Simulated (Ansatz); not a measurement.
# Electron scattering at the Σ5 (210) boundary in fcc Al

How much does the Σ5 (210) boundary in fcc Al reflect electrons?

Main program and level: Ansatz 0.2.0; Ansatz plane-wave DFT, PBEsol, PAW files; relaxation of a bicrystal slab with its lowest layers held; PAW set soft_1, in the first sound run; inputs show where later runs differ.

## 1. The starting structure

The cell holds 21 atoms: 21 Al. Its edges and angles: a = 4.958 Å, b = 4.048 Å, c = 30.008 Å, α = 90.0°, β = 90.0°, γ = 65.9°. It derives from Al. built on the (2 1 0) plane; 2 overlapping atoms removed and the grains opened by 0 Å. Vacuum lies along c.

## 2. Relaxing the bicrystal

The boundary is built by mirroring the lower grain in the boundary plane and removing any atoms that overlap. A thin bicrystal slab is relaxed first, with the lowest layers held and the upper grain free to shift and open.

input.yaml reads:

```yaml
crystal:
  lattice:
    - [4.957730497, 0.0, 0.0]
    - [1.6525768323, 3.6952741352, 0.0]
    - [0.0, 0.0, 30.0082257911]
  atoms:
    - { symbol: Al, position: [0.6, 0.7000000001, 0.1666209804] }
    - { symbol: Al, position: [0.2, 0.4000000001, 0.1967844967] }
    - { symbol: Al, position: [0.8, 0.1000000001, 0.226948013] }
    - { symbol: Al, position: [0.4, 0.8000000001, 0.2571115294] }
    - { symbol: Al, position: [1.0, 0.5000000001, 0.2872750457] }
    - { symbol: Al, position: [0.6, 0.2, 0.3174385621] }
    - { symbol: Al, position: [0.2, 0.9, 0.3476020784] }
    - { symbol: Al, position: [0.8, 0.6, 0.3777655948] }
    - { symbol: Al, position: [0.4, 0.3, 0.4079291111] }
    - { symbol: Al, position: [0.0, 0.0, 0.4380926274] }
    - { symbol: Al, position: [0.8, 0.6, 0.4984196601] }
    - { symbol: Al, position: [0.2, 0.9, 0.5285831765] }
    - { symbol: Al, position: [0.6, 0.2, 0.5587466928] }
    - { symbol: Al, position: [1.0, 0.5000000001, 0.5889102092] }
    - { symbol: Al, position: [0.4, 0.8000000001, 0.6190737255] }
    - { symbol: Al, position: [0.8, 0.1000000001, 0.6492372419] }
    - { symbol: Al, position: [0.2, 0.4000000001, 0.6794007582] }
    - { symbol: Al, position: [0.6, 0.7000000001, 0.7095642745] }
    - { symbol: Al, position: [1.0, 1.0e-10, 0.7397277909] }
    - { symbol: Al, position: [0.4, 0.3000000001, 0.7698913072] }
    - { symbol: Al, position: [0.8, 0.6000000001, 0.8000548236] }
kpoints:
  mp_grid: { grid: [6, 6, 1] }
hamiltonian:
  xc: pbesol
  pseudopotentials: { kind: paw, azcp: { folder: soft_1 }, xc_functional: pbe }
scf:
  occupations: { method: fermi_dirac, width: 0.1 }
relax:
  f_tol: 0.03
  max_steps: 80
  constraints: [{ sites: [0, 1, 2, 3] }]
```

Run with:

```bash
> ansatz run input.yaml --threads 4 --pin off --max-ram 15360MiB --backend cpu --events-out ev --progress --plain --runs-dir out
```

Numbers of over 12 decimals in the logs are rounded to 6 here.

What it wrote:

```text
Engine: ansatz 0.2.0, aarch64-unknown-linux-gnu
Pseudopotentials: kind: paw
Pseudopotential: Al, paw, valence charge 3, recommended cutoff 420 eV (normal), soft_1/Al.paw.azcp
Functional definition: PBEsol
  exchange = pbesol_x
  correlation = pbesol_c
Crystal: 21 atoms, lattice volume = 549.756 Å³
Basis set: ecut = 420 eV, 10749 PW (Γ), exchange–correlation on 72×60×432 points (8 copies of the dense FFT grid, shifted against one another)
Bands: 53, of which v1, the nominal top of the filled ones, is band 32 counted from 1 (31 counted from 0)
Symmetry: 2 space group operations
Space group: Cm (ITA 8), of the structure as read, at distance tolerance 8.2e-5 Å
k-points: 13 of 36 (time reversal used)
Non-local potential: Al, projectors of the file, l = 0: 2, l = 1: 2, l = 2: 1
PAW form: soft (Blöchl's): semilocal exchange-correlation on the pseudo side does not see the compensation charge
PAW frozen core: Al, regenerated for the run's functional, and the local potential with it (the file was generated under x = pbe(κ = 0.804, μ = 0.219515), c = pbe(β = 0.066725))
PAW one-centre angular grid: Al, 110 points (default); XC on 64 Gauss nodes
Initial density: superposition of atomic densities (neutral atoms: chi_scale 0, normalization atom)
Initial wavefunctions: pseudopotential atomic-orbital guess
Functional: x = pbesol(κ = 0.804, μ = 0.123457), c = pbesol(β = 0.046)
SCF iter   1: F=—  HF=-11014.500986 eV  |F-HF|=—  |Δ(HF+E_count)|=         —  Δρ=2.15e-2  dr2=2.89e1  ethr=3.10e-3  ⟨swp⟩=9.9  Hψ=4248  notcnv=0  defer=6
preconditioner: auto → LDOS  [metal: Δε(μ)=0.016 eV  Ē_g=6.441 eV  σ=0.100 eV  W_gap=0.04  n_scr=80 (ndim 8)  ℏωp=12.6 eV  f_vac=0.230  D(μ)=9.00/eV (n_scr^D=46)  β→1.0]
SCF iter   2: F=—  HF=-11012.137617 eV  |F-HF|=—  |Δ(HF+E_count)|=    2.36e0  Δρ=9.93e-3  dr2=6.27e0  ethr=3.10e-3  ⟨swp⟩=6.7  Hψ=1920  notcnv=0  defer=26
SCF iter   3: F=—  HF=-11011.766529 eV  |F-HF|=—  |Δ(HF+E_count)|=   3.71e-1  Δρ=1.82e-3  dr2=7.34e-2  ethr=3.10e-3  ⟨swp⟩=4.8  Hψ=1377  notcnv=0  defer=28
SCF iter   4: F=—  HF=-11011.755897 eV  |F-HF|=—  |Δ(HF+E_count)|=   1.06e-2  Δρ=4.58e-4  dr2=6.27e-3  ethr=1.17e-4  ⟨swp⟩=2.3  Hψ=1191  notcnv=0  defer=29
SCF iter   5: F=—  HF=-11011.755775 eV  |F-HF|=—  |Δ(HF+E_count)|=   1.22e-4  Δρ=1.18e-4  dr2=6.38e-4  ethr=9.95e-6  ⟨swp⟩=1.4  Hψ=730  notcnv=0  defer=28
SCF iter   6: F=-11011.755792 eV  HF=-11011.755796 eV  |F-HF|=3.50e-6  |Δ(HF+E_count)|=   2.05e-5  Δρ=2.15e-5  dr2=8.02e-6  ethr=3.57e-8  ⟨swp⟩=4.6  Hψ=2888  notcnv=0
SCF 1 converged in 6 iterations: F = -11011.755792 eV  dr2 = 8.02e-6
  greatest PAW one-centre occupation: 0.507 electrons in one spin orbital (limit 2), on the Al atom at site 0 (counted from 0), in its partial waves of l = 0
relax step   1: F+E_penalty+E_count = -11011.75579204 eV  Δ(F+E_penalty+E_count) = +0.000e0 eV  max|allowed force component| = 4.181e-1 eV/Å  Δτ_max = 0.0000 Å  (6 SCF iters, dr2 threshold 2.25e-5 eV, accepted)
Initial density: handed on by an earlier stage of this run
Initial wavefunctions: those handed on with the density
iter 1 solved again at ethr=1.16e-3 eV; its pass at ethr=3.10e-3 eV (dr2=7.31e-1 eV) is discarded
SCF iter   1: F=—  HF=-11011.993772 eV  |F-HF|=—  |Δ(HF+E_count)|=         —  Δρ=3.62e-3  dr2=7.66e-1  ethr=1.16e-3  ⟨swp⟩=1.2  Hψ=3164  notcnv=0  defer=22
preconditioner: auto → LDOS  [metal: Δε(μ)=0.012 eV  Ē_g=6.312 eV  σ=0.100 eV  W_gap=0.03  n_scr=80 (ndim 8)  ℏωp=12.6 eV  f_vac=0.246  D(μ)=9.07/eV (n_scr^D=46)  β→1.0]
SCF iter   2: F=—  HF=-11011.934600 eV  |F-HF|=—  |Δ(HF+E_count)|=   5.92e-2  Δρ=1.03e-3  dr2=2.59e-2  ethr=1.16e-3  ⟨swp⟩=2.0  Hψ=771  notcnv=0  defer=22
SCF iter   3: F=—  HF=-11011.931941 eV  |F-HF|=—  |Δ(HF+E_count)|=   2.66e-3  Δρ=3.21e-4  dr2=2.66e-3  ethr=4.12e-5  ⟨swp⟩=2.1  Hψ=1039  notcnv=0  defer=22
SCF iter   4: F=—  HF=-11011.931573 eV  |F-HF|=—  |Δ(HF+E_count)|=   3.68e-4  Δρ=3.74e-5  dr2=1.75e-5  ethr=4.22e-6  ⟨swp⟩=2.2  Hψ=912  notcnv=0  defer=22
SCF iter   5: F=-11011.931587 eV  HF=-11011.931589 eV  |F-HF|=1.75e-6  |Δ(HF+E_count)|=   1.56e-5  Δρ=1.17e-5  dr2=2.51e-6  ethr=1.73e-8  ⟨swp⟩=5.1  Hψ=2369  notcnv=0
SCF 2 converged in 5 iterations: F = -11011.931587 eV  dr2 = 2.51e-6
  greatest PAW one-centre occupation: 0.506 electrons in one spin orbital (limit 2), on the Al atom at site 0 (counted from 0), in its partial waves of l = 0
relax step   2: F+E_penalty+E_count = -11011.93158694 eV  Δ(F+E_penalty+E_count) = -1.758e-1 eV  max|allowed force component| = 2.394e-1 eV/Å  Δτ_max = 0.1927 Å  (5 SCF iters, dr2 threshold 1.09e-5 eV, accepted)
iter 1 solved again at ethr=9.14e-4 eV; its pass at ethr=3.10e-3 eV (dr2=5.76e-1 eV) is discarded
SCF iter   1: F=—  HF=-11012.050265 eV  |F-HF|=—  |Δ(HF+E_count)|=         —  Δρ=3.38e-3  dr2=5.85e-1  ethr=9.14e-4  ⟨swp⟩=1.2  Hψ=2998  notcnv=0  defer=24
preconditioner: auto → LDOS  [metal: Δε(μ)=0.014 eV  Ē_g=6.347 eV  σ=0.100 eV  W_gap=0.04  n_scr=80 (ndim 8)  ℏωp=12.6 eV  f_vac=0.252  D(μ)=9.39/eV (n_scr^D=58)  β→1.0]
SCF iter   2: F=—  HF=-11012.019109 eV  |F-HF|=—  |Δ(HF+E_count)|=   3.12e-2  Δρ=6.52e-4  dr2=1.03e-2  ethr=9.14e-4  ⟨swp⟩=1.2  Hψ=668  notcnv=0  defer=24
SCF iter   3: F=—  HF=-11012.017302 eV  |F-HF|=—  |Δ(HF+E_count)|=   1.81e-3  Δρ=1.94e-4  dr2=6.25e-4  ethr=1.63e-5  ⟨swp⟩=2.1  Hψ=1049  notcnv=0  defer=24
SCF iter   4: F=—  HF=-11012.017247 eV  |F-HF|=—  |Δ(HF+E_count)|=   5.52e-5  Δρ=3.37e-5  dr2=1.53e-5  ethr=9.92e-7  ⟨swp⟩=2.2  Hψ=931  notcnv=0  defer=24
SCF iter   5: F=-11012.017251 eV  HF=-11012.017251 eV  |F-HF|=4.68e-9  |Δ(HF+E_count)|=   3.54e-6  Δρ=8.79e-6  dr2=8.13e-7  ethr=5.68e-9  ⟨swp⟩=5.3  Hψ=2407  notcnv=0
SCF 3 converged in 5 iterations: F = -11012.017251 eV  dr2 = 8.13e-7
relax step   3: F+E_penalty+E_count = -11012.01725079 eV  Δ(F+E_penalty+E_count) = -8.566e-2 eV  max|allowed force component| = 6.688e-2 eV/Å  Δτ_max = 0.1944 Å  (5 SCF iters, dr2 threshold 3.58e-6 eV, accepted)
[... from here on, the SCF cycles and remarks between the steps are left out ...]
relax step   4: F+E_penalty+E_count = -11012.08857693 eV  Δ(F+E_penalty+E_count) = -7.133e-2 eV  max|allowed force component| = 4.454e-2 eV/Å  Δτ_max = 0.1946 Å  (7 SCF iters, accepted)
relax step   5: F+E_penalty+E_count = -11012.13276596 eV  Δ(F+E_penalty+E_count) = -4.419e-2 eV  max|allowed force component| = 3.544e-2 eV/Å  Δτ_max = 0.1947 Å  (7 SCF iters, accepted)
relax step   6: F+E_penalty+E_count = -11012.14572143 eV  Δ(F+E_penalty+E_count) = -1.296e-2 eV  max|allowed force component| = 5.974e-2 eV/Å  Δτ_max = 0.1883 Å  (7 SCF iters, accepted)
relax step   7: F+E_penalty+E_count = -11012.14866498 eV  Δ(F+E_penalty+E_count) = -2.944e-3 eV  max|allowed force component| = 2.659e-2 eV/Å  Δτ_max = 0.0554 Å  (5 SCF iters, dr2 threshold 2.26e-6 eV, accepted)
relax step   8: F+E_penalty+E_count = -11012.14866515 eV  Δ(F+E_penalty+E_count) = -1.619e-7 eV  max|allowed force component| = 2.682e-2 eV/Å  Δτ_max = 0.0000 Å  (2 SCF iters, accepted)
relax step   9: F+E_penalty+E_count = -11012.15100335 eV  Δ(F+E_penalty+E_count) = -2.338e-3 eV  max|allowed force component| = 2.258e-2 eV/Å  Δτ_max = 0.0585 Å  (6 SCF iters, accepted)
relax step  10: F+E_penalty+E_count = -11012.15707585 eV  Δ(F+E_penalty+E_count) = -6.073e-3 eV  max|allowed force component| = 3.882e-2 eV/Å  Δτ_max = 0.1985 Å  (6 SCF iters, accepted)
relax step  11: F+E_penalty+E_count = -11012.16352768 eV  Δ(F+E_penalty+E_count) = -6.452e-3 eV  max|allowed force component| = 3.200e-2 eV/Å  Δτ_max = 0.1953 Å  (5 SCF iters, dr2 threshold 1.07e-6 eV, accepted)
relax step  12: F+E_penalty+E_count = -11012.16762707 eV  Δ(F+E_penalty+E_count) = -4.099e-3 eV  max|allowed force component| = 5.306e-2 eV/Å  Δτ_max = 0.1945 Å  (6 SCF iters, accepted)
relax step  13: F+E_penalty+E_count = -11012.17004496 eV  Δ(F+E_penalty+E_count) = -2.418e-3 eV  max|allowed force component| = 2.381e-2 eV/Å  Δτ_max = 0.1499 Å  (5 SCF iters, dr2 threshold 1.91e-6 eV, accepted)
relax step  14: F+E_penalty+E_count = -11012.17004612 eV  Δ(F+E_penalty+E_count) = -1.162e-6 eV  max|allowed force component| = 2.388e-2 eV/Å  Δτ_max = 0.0000 Å  (3 SCF iters, accepted)
relax step  15: F+E_penalty+E_count = -11012.16215954 eV  Δ(F+E_penalty+E_count) = +7.887e-3 eV  max|allowed force component| = 1.338e-1 eV/Å  Δτ_max = 0.1395 Å  (6 SCF iters, rejected (line search))
SCF iter   1: F=—  HF=-11012.179737 eV  |F-HF|=—  |Δ(HF+E_count)|=         —  Δρ=1.82e-3  dr2=1.35e-1  ethr=6.75e-4  ⟨swp⟩=4.2  Hψ=1872  notcnv=0  defer=27
preconditioner: auto → LDOS  [metal: Δε(μ)=0.038 eV  Ē_g=6.420 eV  σ=0.100 eV  W_gap=0.09  n_scr=80 (ndim 8)  ℏωp=12.6 eV  f_vac=0.266  D(μ)=9.93/eV (n_scr^D=58)  β→1.0]
SCF iter   2: F=—  HF=-11012.172243 eV  |F-HF|=—  |Δ(HF+E_count)|=   7.49e-3  Δρ=4.66e-4  dr2=3.29e-2  ethr=2.14e-4  ⟨swp⟩=1.6  Hψ=850  notcnv=0  defer=27
SCF iter   3: F=—  HF=-11012.171158 eV  |F-HF|=—  |Δ(HF+E_count)|=   1.09e-3  Δρ=8.78e-5  dr2=1.54e-3  ethr=5.22e-5  ⟨swp⟩=1.9  Hψ=822  notcnv=0  defer=27
SCF iter   4: F=—  HF=-11012.171050 eV  |F-HF|=—  |Δ(HF+E_count)|=   1.07e-4  Δρ=3.30e-5  dr2=1.31e-5  ethr=2.45e-6  ⟨swp⟩=1.5  Hψ=829  notcnv=0  defer=27
SCF iter   5: F=—  HF=-11012.171072 eV  |F-HF|=—  |Δ(HF+E_count)|=   2.22e-5  Δρ=8.62e-6  dr2=2.58e-6  ethr=2.08e-8  ⟨swp⟩=2.6  Hψ=1147  notcnv=0  defer=27
SCF iter   6: F=-11012.171072 eV  HF=-11012.171072 eV  |F-HF|=1.90e-8  |Δ(HF+E_count)|=   3.07e-7  Δρ=1.63e-6  dr2=3.30e-8  ethr=1.59e-10  ⟨swp⟩=3.9  Hψ=2898  notcnv=0
SCF 16 converged in 6 iterations: F = -11012.171072 eV  dr2 = 3.30e-8
relax step  16: F+E_penalty+E_count = -11012.17107215 eV  Δ(F+E_penalty+E_count) = -1.026e-3 eV  max|allowed force component| = 1.510e-2 eV/Å  Δτ_max = 0.0669 Å  (6 SCF iters, accepted)
SCF converged after 6 iterations
Free energy (F): -11012.171072 eV
Harris-Foulkes:  -11012.171072 eV  (|F-HF|=1.90e-8)
Internal energy: -11011.849697 eV  (E = F + TS)
E sigma→0 (E₀):  -11012.010384 eV
Entropy (-TS):   -0.321375 eV (-15.304 meV/atom)
Fermi energy:    3.429952 eV
--- Per-component energies (eV) ---
  E_band       = -48.893169
  E_kinetic    = 459.254183
  E_local      = -11809.243911  (includes V_loc(G=0)·N_el)
  E_nonlocal   = 213.665310
  E_hartree    = 5882.209237
  E_xc         = -776.700643
  E_vxc        = -604.622792  (∫ρ·V_xc dr)
  E_paw        = -9590.753667  (= ΣΔE_a)
  E_vpaw       = -72.363979  (= ΣTr[D̂ρ^β])
  E_aug_tail   = -0.000053  (compensation charges beyond the density's cutoff)
  E_ewald      = 4609.317927
  E_core_change = 0.401920  (= ΣΔE_core)
  E_smearing   = -0.321375  (= −TS)
  E_closure    = 0.000000  (closes the sum)
  Σ components = -11012.171072   (vs F -11012.171072, Δ=0.00e0)
--- Forces (eV/Å), atoms counted from 1 ---
  atom   1  Al    -0.02926177     0.01308626     0.39225873
  atom   2  Al    -0.06167070     0.02757998    -0.24106303
  atom   3  Al     0.03981706    -0.01780673    -0.06847504
  atom   4  Al     0.04464513    -0.01996591    -0.07126954
  atom   5  Al     0.01062327    -0.00475087    -0.00105577
  atom   6  Al    -0.00541068     0.00241973     0.00278355
  atom   7  Al     0.01510296    -0.00675425    -0.01324142
  atom   8  Al    -0.00935210     0.00418239     0.00640793
  atom   9  Al    -0.00044491     0.00019897    -0.00331946
  atom  10  Al     0.00390092    -0.00174454     0.00893760
  atom  11  Al    -0.00851201     0.00380669    -0.00798368
  atom  12  Al    -0.00542961     0.00242819     0.00788362
  atom  13  Al     0.00172990    -0.00077363     0.00222630
  atom  14  Al     0.01407443    -0.00629428    -0.00782803
  atom  15  Al    -0.00983500     0.00439834    -0.00316138
  atom  16  Al     0.01173561    -0.00524832     0.00120135
  atom  17  Al    -0.01237025     0.00553215    -0.00013039
  atom  18  Al     0.00664835    -0.00297323     0.00549029
  atom  19  Al    -0.00508798     0.00227541    -0.00989445
  atom  20  Al     0.00492581    -0.00220289     0.00987450
  atom  21  Al    -0.00583837     0.00261100    -0.00965258
  max |Σ_I F_I| component: 1.09e-5 eV/Å
--- Relaxed structure (16 steps of the walk, 15 accepted, 0 SCFs on fresh bases) ---
  F+E_penalty+E_count = -11012.17107215 eV   max|allowed force component| = 1.510e-2 eV/Å
  atoms:
    - { symbol: Al, position: [0.600000, 0.700000, 0.166621] }
    - { symbol: Al, position: [0.200000, 0.4, 0.1967844967] }
    - { symbol: Al, position: [0.800000, 0.100000, 0.226948] }
    - { symbol: Al, position: [0.400000, 0.800000, 0.2571115294] }
    - { symbol: Al, position: [1.006593, 0.496703, 0.286974] }
    - { symbol: Al, position: [0.611763, 0.194119, 0.317166] }
    - { symbol: Al, position: [0.215604, 0.892198, 0.345373] }
    - { symbol: Al, position: [0.807032, 0.596484, 0.376486] }
    - { symbol: Al, position: [0.413100, 0.293450, 0.409386] }
    - { symbol: Al, position: [0.00932945, -0.00466472, 0.430648] }
    - { symbol: Al, position: [0.600373, 0.699813, 0.473089] }
    - { symbol: Al, position: [-0.011290, 1.005645, 0.515074] }
    - { symbol: Al, position: [0.392342, 0.303829, 0.535994] }
    - { symbol: Al, position: [0.785053, 0.607473, 0.569333] }
    - { symbol: Al, position: [0.193468, 0.903266, 0.600204] }
    - { symbol: Al, position: [0.588574, 0.205713, 0.628211] }
    - { symbol: Al, position: [-0.014421, 0.507211, 0.658858] }
    - { symbol: Al, position: [0.374585, 0.812708, 0.687784] }
    - { symbol: Al, position: [0.776814, 0.111593, 0.718536] }
    - { symbol: Al, position: [0.164382, 0.417809, 0.751730] }
    - { symbol: Al, position: [0.562359, 0.718821, 0.773819] }
```

It took 3.3 min on 4 threads of Arm Neoverse N1, shared host; peak memory 1 GiB.

The steps of the relaxation:

```tsv
step	energy less that of the first step (eV)	largest force component (eV/Å)
1	0.0000	0.4181
2	-0.1758	0.2394
3	-0.2615	0.0669
4	-0.3328	0.0445
5	-0.3770	0.0354
6	-0.3899	0.0597
7	-0.3929	0.0266
8	-0.3929	0.0268
9	-0.3952	0.0226
10	-0.4013	0.0388
11	-0.4077	0.0320
12	-0.4118	0.0531
13	-0.4143	0.0238
14	-0.4143	0.0239
15	-0.4064	0.1338
16	-0.4153	0.0151
```

Relaxation step 15 was tried and not accepted.

The run keeps the 2 symmetry operations that it works with, so distortions that break them were not tested.

The atoms that moved most (Å):

```tsv
atom	dx	dy	dz	length
Al21	-0.982	0.439	-0.787	1.333
Al18	-0.931	0.416	-0.654	1.212
Al20	-0.973	0.435	-0.545	1.198
Al19	-0.922	0.412	-0.636	1.194
Al11	-0.825	0.369	-0.760	1.181
Al13	-0.858	0.384	-0.683	1.162
Al17	-0.886	0.396	-0.616	1.150
Al16	-0.873	0.391	-0.631	1.146
```

The relaxed structure:

```cif
data_structure
_symmetry_space_group_name_H-M 'P 1'
_symmetry_Int_Tables_number 1
_cell_length_a 4.9577
_cell_length_b 4.0480
_cell_length_c 30.0082
_cell_angle_alpha 90.000
_cell_angle_beta 90.000
_cell_angle_gamma 65.905
_cell_volume 549.76
loop_
_atom_site_label
_atom_site_type_symbol
_atom_site_fract_x
_atom_site_fract_y
_atom_site_fract_z
_atom_site_occupancy
Al1 Al 0.60000 0.70000 0.16662 1
Al2 Al 0.20000 0.40000 0.19678 1
Al3 Al 0.80000 0.10000 0.22695 1
Al4 Al 0.40000 0.80000 0.25711 1
Al5 Al 0.00659 0.49670 0.28697 1
Al6 Al 0.61176 0.19412 0.31717 1
Al7 Al 0.21560 0.89220 0.34537 1
Al8 Al 0.80703 0.59648 0.37649 1
Al9 Al 0.41310 0.29345 0.40939 1
Al10 Al 0.00933 0.99534 0.43065 1
Al11 Al 0.60037 0.69981 0.47309 1
Al12 Al 0.98871 0.00565 0.51507 1
Al13 Al 0.39234 0.30383 0.53599 1
Al14 Al 0.78505 0.60747 0.56933 1
Al15 Al 0.19347 0.90327 0.60020 1
Al16 Al 0.58857 0.20571 0.62821 1
Al17 Al 0.98558 0.50721 0.65886 1
Al18 Al 0.37458 0.81271 0.68778 1
Al19 Al 0.77681 0.11159 0.71854 1
Al20 Al 0.16438 0.41781 0.75173 1
Al21 Al 0.56236 0.71882 0.77382 1
```

This step gave:

* free energy: -11012.1711 eV
* energy at zero smearing: -11012.0104 eV
* Fermi energy: 3.430 eV

The largest force component on a free atom ends at 0.015 eV/Å, under the tolerance of 0.03, after 16 steps.

[end of part 1 of 3]

[Logs are printed without paths, hosts, clocks, repeated set-up lines and the standing remarks that a program may print on its own settings, such as how far it seeks lower states.]

[Hosts, paths, dates, database ids (printed as entryN), source tags and the programs' standing remarks are cut or masked in the printed files.]
